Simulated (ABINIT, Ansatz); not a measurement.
**A GW run on Te (P3_121) in ABINIT, with inputs changed**

Aim: change inputs of a GW run on Te (P3_121) and see what moves.

Calculated with ABINIT 10.8.3; PBE and many-body steps on it, plane waves.

### Step 1. Set-up

The structure is trigonal, space group P3_121 (No. 152). Conventional cell: a = 4.457 Å, b = 4.457 Å, c = 5.929 Å, α = 90.00°, β = 90.00°, γ = 120.00°. Te has 2 Te at 2.84 Å nearest.

The cell and positions come from the Crystallography Open Database and are kept as given unless a step says otherwise. Spin-orbit coupling is left out unless a step names it.

### Step 2. Screening, 3×3×2 mesh, 303 bands, screening to 176.9 eV

This step: ABINIT 10.8.3; RPA screening on PBE, plane waves, norm-conserving pseudopotentials.

The RPA dielectric matrix is built and inverted for each q.

Input file run.abi:

```
acell 3*1.0 Angstrom
rprim 
  4.457199999972 0.000000000006 0.000000000000
  -2.228599999992 3.860048429721 0.000000000000
  0.000000000000 0.000000000000 5.929000000000
ntypat 1
znucl 52
natom 3
typat 1 1 1
xred 
  0.263300000000 0.000000000000 0.333333333333
  0.000000000000 0.263300000000 0.666666666667
  0.736700000000 0.736700000000 -0.000000000000
pp_dirpath "pseudos"
pseudos "Te.upf"
ecut 39
ngkpt 3 3 2
nshiftk 1
shiftk 0 0 0
kptopt 1
chksymbreak 0
istwfk *1
occopt 1
irdwfk 1
optdriver 3
nband 303
ecuteps 6.5
inclvkb 2
awtr 1
symchi 1
indata_prefix "in"
outdata_prefix "out"
tmpdata_prefix "tmp"
```

Command:

```console
OMP_NUM_THREADS=1 mpirun -n 16 abinit run.abi > log
```

Output:

```text
.Version 10.8.3 of ABINIT. v10.8.2 released Aug 2026.

 Symmetries : space group P3_1 2 1 (#152); Bravais hP (primitive hexag.)
[... echo of the input left out ...]
== DATASET  1 ==================================================================
-   mpi_nproc: 16, omp_nthreads: 1 (-1 if OMP is not activated)

--- !DatasetInfo
iteration_state: {dtset: 1, }
dimensions: {natom: 3, nkpt: 6, mband: 303, nsppol: 1, nspinor: 1, nspden: 1, mpw: 8029, }
cutoff_energies: {ecut:  39.0, pawecutdg:  -1.0, }
electrons: {nelect:   7.20000000E+01, charge:   0.00000000E+00, occopt:   1.00000000E+00, tsmear:   1.00000000E-02, }

 SCREENING: Calculation of the susceptibility and dielectric matrices

 Based on a program developped by R.W. Godby, V. Olevano, G. Onida, and L. Reining.
 Incorporated in ABINIT by V. Olevano, G.-M. Rignanese, and M. Torrent.
.Using double precision arithmetic ; gwpc =  8

[... cell and pseudopotentials left out ...]
--------------------------------------------------------------------------------

 ==== K-mesh for the wavefunctions ====
 Number of points in the irreducible wedge :     6
[... list of points left out ...]
 Together with  6 symmetry operations and time-reversal symmetry
 yields    18 points in the full Brillouin Zone.

 ==== Q-mesh for the screening function ====
 Number of points in the irreducible wedge :     6
[... list of points left out ...]
 Together with  6 symmetry operations and time-reversal symmetry
 yields    18 points in the full Brillouin Zone.

 setmesh: FFT mesh size selected  =    30x   30x   45
          total number of points  =        40500

 vcoul_init : cutoff-mode = AUXILIARY_FUNCTION
 q-points for optical limit:   1
     1)      0.000010    0.000020    0.000030

- screening: taking advantage of time-reversal symmetry
- Maximum band index for partially occupied states nbvw = 36
- Remaining bands to be divided among processors   nbcw = 267
- Number of bands treated by each node ~16

 Number of electrons calculated from density =   72.0000; Expected =   72.0000
 average of density, n =  0.104592
 r_s =    1.3167
 omega_plasma =   31.1965 [eV]

 calculating chi0 at frequencies [eV] :
  1    0.000000E+00    0.000000E+00
  2    0.000000E+00    3.119646E+01

--------------------------------------------------------------------------------
  q-point number  1        q = ( 0.000000, 0.000000, 0.000000) [r.l.u.]
--------------------------------------------------------------------------------
[... chi0 elements left out ...]
 For q-point:  0.000010 0.000020 0.000030
  dielectric constant =   1.40723E+03
  dielectric constant without local fields =   1.74709E+03

  Average fulfillment of the sum rule on Im[epsilon] for q-point    1 :     71.40  [%]
[... wings left out ...]
  q-point number  2        q = ( 0.333333, 0.000000, 0.000000) [r.l.u.]
--------------------------------------------------------------------------------
[... chi0 elements left out ...]
  Average fulfillment of the sum rule on Im[epsilon] for q-point    2 :     75.10  [%]

 [... 4 further q-points ...]
```

The job ended after 81 s (16 MPI ranks of Arm Neoverse V2, shared host; peak memory 5.3 GiB; 21 min of CPU time).

Numbers from this step:

- ε∞ with local fields, on this mesh, along the program's q direction: 1407
- the same without local fields: 1747
- plasma frequency: 31.20 eV
- plane waves in the screening matrix: 529

Local fields lower ε∞ by 19 %. The value itself is an artefact of the mesh, where one narrow direct gap carries too much weight.

### Step 3. Base

The self-energy is evaluated for the states that the input lists, and the levels follow from it, in one-shot runs by the linearised quasiparticle equation.

This step: G0W0 on PBE, plane waves, norm-conserving pseudopotentials.

Edit run.abi of step 2 so:

```diff
@@ -24,8 +24,17 @@
 irdwfk 1
-optdriver 3
+optdriver 4
 nband 303
+gwcalctyp 0
+ecutsigx 39
+symsigma 1
+nkptgw 2
+kptgw 
+  0.3333333333 0.3333333333 0.5000000000
+  0.0000000000 0.0000000000 0.0000000000
+bdgw 
+  35 39
+  34 38
 ecuteps 6.5
-inclvkb 2
-awtr 1
-symchi 1
+irdscr 1
+ppmodel 1
 indata_prefix "in"
```

Output:

```text
.Version 10.8.3 of ABINIT. v10.8.2 released Aug 2026.

 Symmetries : space group P3_1 2 1 (#152); Bravais hP (primitive hexag.)
[... echo of the input left out ...]
== DATASET  1 ==================================================================
-   mpi_nproc: 16, omp_nthreads: 1 (-1 if OMP is not activated)

--- !DatasetInfo
iteration_state: {dtset: 1, }
dimensions: {natom: 3, nkpt: 6, mband: 303, nsppol: 1, nspinor: 1, nspden: 1, mpw: 8029, }
cutoff_energies: {ecut:  39.0, pawecutdg:  -1.0, }
electrons: {nelect:   7.20000000E+01, charge:   0.00000000E+00, occopt:   1.00000000E+00, tsmear:   1.00000000E-02, }

 SIGMA: Calculation of the GW corrections

 Based on a program developped by R.W. Godby, V. Olevano, G. Onida, and L. Reining.
 Incorporated in ABINIT by V. Olevano, G.-M. Rignanese, and M. Torrent.
.Using double precision arithmetic ; gwpc =  8

[... cell and pseudopotentials left out ...]
--------------------------------------------------------------------------------

 ==== K-mesh for the wavefunctions ====
 Number of points in the irreducible wedge :     6
[... list of points left out ...]
 Together with  6 symmetry operations and time-reversal symmetry
 yields    18 points in the full Brillouin Zone.

 ==== Q-mesh for screening function ====
 Number of points in the irreducible wedge :     6
[... list of points left out ...]
 Together with  6 symmetry operations and time-reversal symmetry
 yields    18 points in the full Brillouin Zone.

 vcoul_init : cutoff-mode = AUXILIARY_FUNCTION
 q-points for optical limit:   1
     1)      0.000010    0.000020    0.000030
 setmesh: FFT mesh size selected  =    45x   45x   72
          total number of points  =       145800

 Number of electrons calculated from density =   72.0000; Expected =   72.0000
 average of density, n =  0.104592
 r_s =    1.3167
 omega_plasma =   31.1965 [eV]

 === KS Band Gaps ===
  >>>> For spin  1
   Minimum direct gap =   0.1818 [eV], located at k-point      :   0.3333  0.3333  0.5000
   Fundamental gap    =   0.1818 [eV], Top of valence bands at :   0.3333  0.3333  0.5000
                                       Bottom of conduction at :   0.3333  0.3333  0.5000
 SIGMA fundamental parameters:
 PLASMON POLE MODEL  1
 number of plane-waves for SigmaX                 8029
 number of plane-waves for SigmaC and W            529
 number of plane-waves for wavefunctions          8029
 number of bands                                   303
 number of independent spin polarizations            1
 number of spinorial components                      1
 number of k-points in IBZ                           6
 number of q-points in IBZ                           6
 number of symmetry operations                       6
 number of k-points in BZ                           18
 number of q-points in BZ                           18
 number of frequencies for dSigma/dE                 9
 frequency step for dSigma/dE [eV]                0.25
 number of omega for Sigma on real axis              0
 max omega for Sigma on real axis  [eV]           0.00
 zcut for avoiding poles [eV]                     0.10

 EPSILON^-1 parameters (SCR file):
 dimension of the eps^-1 matrix on file            529
 dimension of the eps^-1 matrix used               529
 number of plane-waves for wavefunctions          8029
 number of bands                                   303
 number of q-points in IBZ                           6
 number of frequencies                               2
 number of real frequencies                          1
 number of imag frequencies                          1

 matrix elements of self-energy operator (all in [eV])

 Perturbative Calculation

--- !SelfEnergy_ee
iteration_state: {dtset: 1, }
kpoint     : [   0.333,    0.333,    0.500, ]
spin       : 1
KS_gap     :    0.182
QP_gap     :    0.455
Delta_QP_KS:    0.273
data: !SigmaeeData |
     Band     E0 <VxcDFT>   SigX SigC(E0)      Z dSigC/dE  Sig(E)    E-E0       E
       35   6.789 -13.358 -14.464   0.707   0.790  -0.266 -13.673  -0.315   6.473
       36   6.789 -13.358 -14.464   0.707   0.790  -0.266 -13.673  -0.315   6.473
       37   6.970 -12.734  -9.278  -3.510   0.792  -0.262 -12.776  -0.042   6.928
       38   8.255 -12.751  -9.028  -3.769   0.791  -0.264 -12.787  -0.036   8.218
       39   8.255 -12.751  -9.028  -3.769   0.791  -0.264 -12.787  -0.036   8.218

--- !SelfEnergy_ee
iteration_state: {dtset: 1, }
kpoint     : [   0.000,    0.000,    0.000, ]
spin       : 1
KS_gap     :    1.788
QP_gap     :    2.171
Delta_QP_KS:    0.383
data: !SigmaeeData |
     Band     E0 <VxcDFT>   SigX SigC(E0)      Z dSigC/dE  Sig(E)    E-E0       E
       34   5.149 -12.231 -14.293   1.517   0.783  -0.277 -12.658  -0.426   4.723
       35   5.149 -12.231 -14.293   1.517   0.783  -0.277 -12.658  -0.426   4.723
       36   6.054 -12.584 -14.420   1.313   0.786  -0.273 -12.994  -0.411   5.643
       37   7.841 -13.079  -9.444  -3.671   0.788  -0.269 -13.107  -0.028   7.813
       38   7.841 -13.079  -9.444  -3.671   0.788  -0.269 -13.107  -0.028   7.813

== END DATASET(S) ==============================================================
================================================================================

 -outvars: echo values of variables after computation  --------
           etotal      0.0000000000E+00
            nband         303
             nkpt           6
          spgroup         152
 [... the other variables as echoed above ...]

 Calculation completed.
```

Elapsed: 19 s, on 16 MPI ranks; peak memory 4.4 GiB; 5 min of CPU time.

Numbers from this step:

| Quantity | Value |
| --- | --- |
| G0W0 gap on the points computed | 0.4550 eV |
| starting gap on the mesh | 0.1818 eV |
| k of the valence top | 0.3333, 0.3333, 0.5 |
| k of the conduction bottom | 0.3333, 0.3333, 0.5 |
| Z at the valence top | 0.79 |
| Z at the conduction bottom | 0.792 |
| least direct G0W0 gap on the computed points | 0.4550 eV |

The gap on the mesh goes from 0.18 eV to 0.46 eV, a correction of +0.27 eV.

### Step 4. Broadening of the poles

Edit run.abi of step 3 so:

```diff
@@ -39,2 +39,3 @@
 ppmodel 1
+zcut 0.5 eV
 indata_prefix "in"
```

Output:

```text
.Version 10.8.3 of ABINIT. v10.8.2 released Aug 2026.

 Symmetries : space group P3_1 2 1 (#152); Bravais hP (primitive hexag.)
[... echo of the input left out ...]
== DATASET  1 ==================================================================
-   mpi_nproc: 16, omp_nthreads: 1 (-1 if OMP is not activated)

--- !DatasetInfo
iteration_state: {dtset: 1, }
dimensions: {natom: 3, nkpt: 6, mband: 303, nsppol: 1, nspinor: 1, nspden: 1, mpw: 8029, }
cutoff_energies: {ecut:  39.0, pawecutdg:  -1.0, }
electrons: {nelect:   7.20000000E+01, charge:   0.00000000E+00, occopt:   1.00000000E+00, tsmear:   1.00000000E-02, }

 SIGMA: Calculation of the GW corrections

 Based on a program developped by R.W. Godby, V. Olevano, G. Onida, and L. Reining.
 Incorporated in ABINIT by V. Olevano, G.-M. Rignanese, and M. Torrent.
.Using double precision arithmetic ; gwpc =  8

[... cell and pseudopotentials left out ...]
--------------------------------------------------------------------------------

 ==== K-mesh for the wavefunctions ====
 Number of points in the irreducible wedge :     6
[... list of points left out ...]
 Together with  6 symmetry operations and time-reversal symmetry
 yields    18 points in the full Brillouin Zone.

 ==== Q-mesh for screening function ====
 Number of points in the irreducible wedge :     6
[... list of points left out ...]
 Together with  6 symmetry operations and time-reversal symmetry
 yields    18 points in the full Brillouin Zone.

 vcoul_init : cutoff-mode = AUXILIARY_FUNCTION
 q-points for optical limit:   1
     1)      0.000010    0.000020    0.000030
 setmesh: FFT mesh size selected  =    45x   45x   72
          total number of points  =       145800

 Number of electrons calculated from density =   72.0000; Expected =   72.0000
[...]
number of omega for Sigma on real axis              0
 max omega for Sigma on real axis  [eV]           0.00
 zcut for avoiding poles [eV]                     0.50

 EPSILON^-1 parameters (SCR file):
 dimension of the eps^-1 matrix on file            529
 dimension of the eps^-1 matrix used               529
 number of plane-waves for wavefunctions          8029
 number of bands                                   303
 number of q-points in IBZ                           6
 number of frequencies                               2
 number of real frequencies                          1
 number of imag frequencies                          1

 matrix elements of self-energy operator (all in [eV])

 Perturbative Calculation

--- !SelfEnergy_ee
iteration_state: {dtset: 1, }
kpoint     : [   0.333,    0.333,    0.500, ]
spin       : 1
KS_gap     :    0.182
QP_gap     :    0.455
Delta_QP_KS:    0.273
data: !SigmaeeData |
     Band     E0 <VxcDFT>   SigX SigC(E0)      Z dSigC/dE  Sig(E)    E-E0       E
       35   6.789 -13.358 -14.464   0.707   0.790  -0.266 -13.673  -0.315   6.473
       36   6.789 -13.358 -14.464   0.707   0.790  -0.266 -13.673  -0.315   6.473
       37   6.970 -12.734  -9.278  -3.510   0.792  -0.262 -12.776  -0.042   6.928
[...]
--- !SelfEnergy_ee
iteration_state: {dtset: 1, }
kpoint     : [   0.000,    0.000,    0.000, ]
spin       : 1
KS_gap     :    1.788
QP_gap     :    2.171
Delta_QP_KS:    0.383
data: !SigmaeeData |
     Band     E0 <VxcDFT>   SigX SigC(E0)      Z dSigC/dE  Sig(E)    E-E0       E
[...]
37   7.841 -13.079  -9.444  -3.671   0.788  -0.269 -13.107  -0.028   7.813
       38   7.841 -13.079  -9.444  -3.671   0.788  -0.269 -13.107  -0.028   7.813

== END DATASET(S) ==============================================================
================================================================================

 -outvars: echo values of variables after computation  --------
           etotal      0.0000000000E+00
            nband         303
             nkpt           6
          spgroup         152
 [... the other variables as echoed above ...]

 Calculation completed.
```

It took 19 s on 16 MPI ranks; peak memory 4.4 GiB; 5 min of CPU time.

This step gave:

```yaml
g0w0_gap_on_the_points_computed: 0.4550 eV
starting_gap_on_the_mesh: 0.1818 eV
k_of_the_valence_top: 0.3333, 0.3333, 0.5
k_of_the_conduction_bottom: 0.3333, 0.3333, 0.5
z_at_the_valence_top: 0.79
z_at_the_conduction_bottom: 0.792
least_direct_g0w0_gap_on_the_computed_points: 0.4550 eV
```

Against G0W0 in ABINIT (3×3×2 mesh, 303 bands, screening to 176.9 eV, Godby-Needs plasmon pole), the gap moves by +0.000 eV.

[end of part 1 of 2]

[Paths, hosts, dates, memory and timing lines, banners, echoed tables and standing remarks are left out of the program output.]

[Logs are printed without paths, hosts, clocks, repeated set-up lines and the standing remarks that a program may print on its own settings, such as how far it seeks lower states.]

[Runs of the session that timed out or met a known fault of the program may be left out.]

[Hosts, paths, dates, database ids (printed as entryN), source tags and the programs' standing remarks are cut or masked in the printed files.]

[G0W0 gaps are taken among the corrected bands and points alone; a level outside them can change the order at an edge.]

[Where Ansatz stands beside ABINIT at settings called matched, ABINIT's density can come from a denser mesh and the files from another edition; pairs whose starting gaps differed by over 0.03 eV were left out, so agreement reads better than it is.]
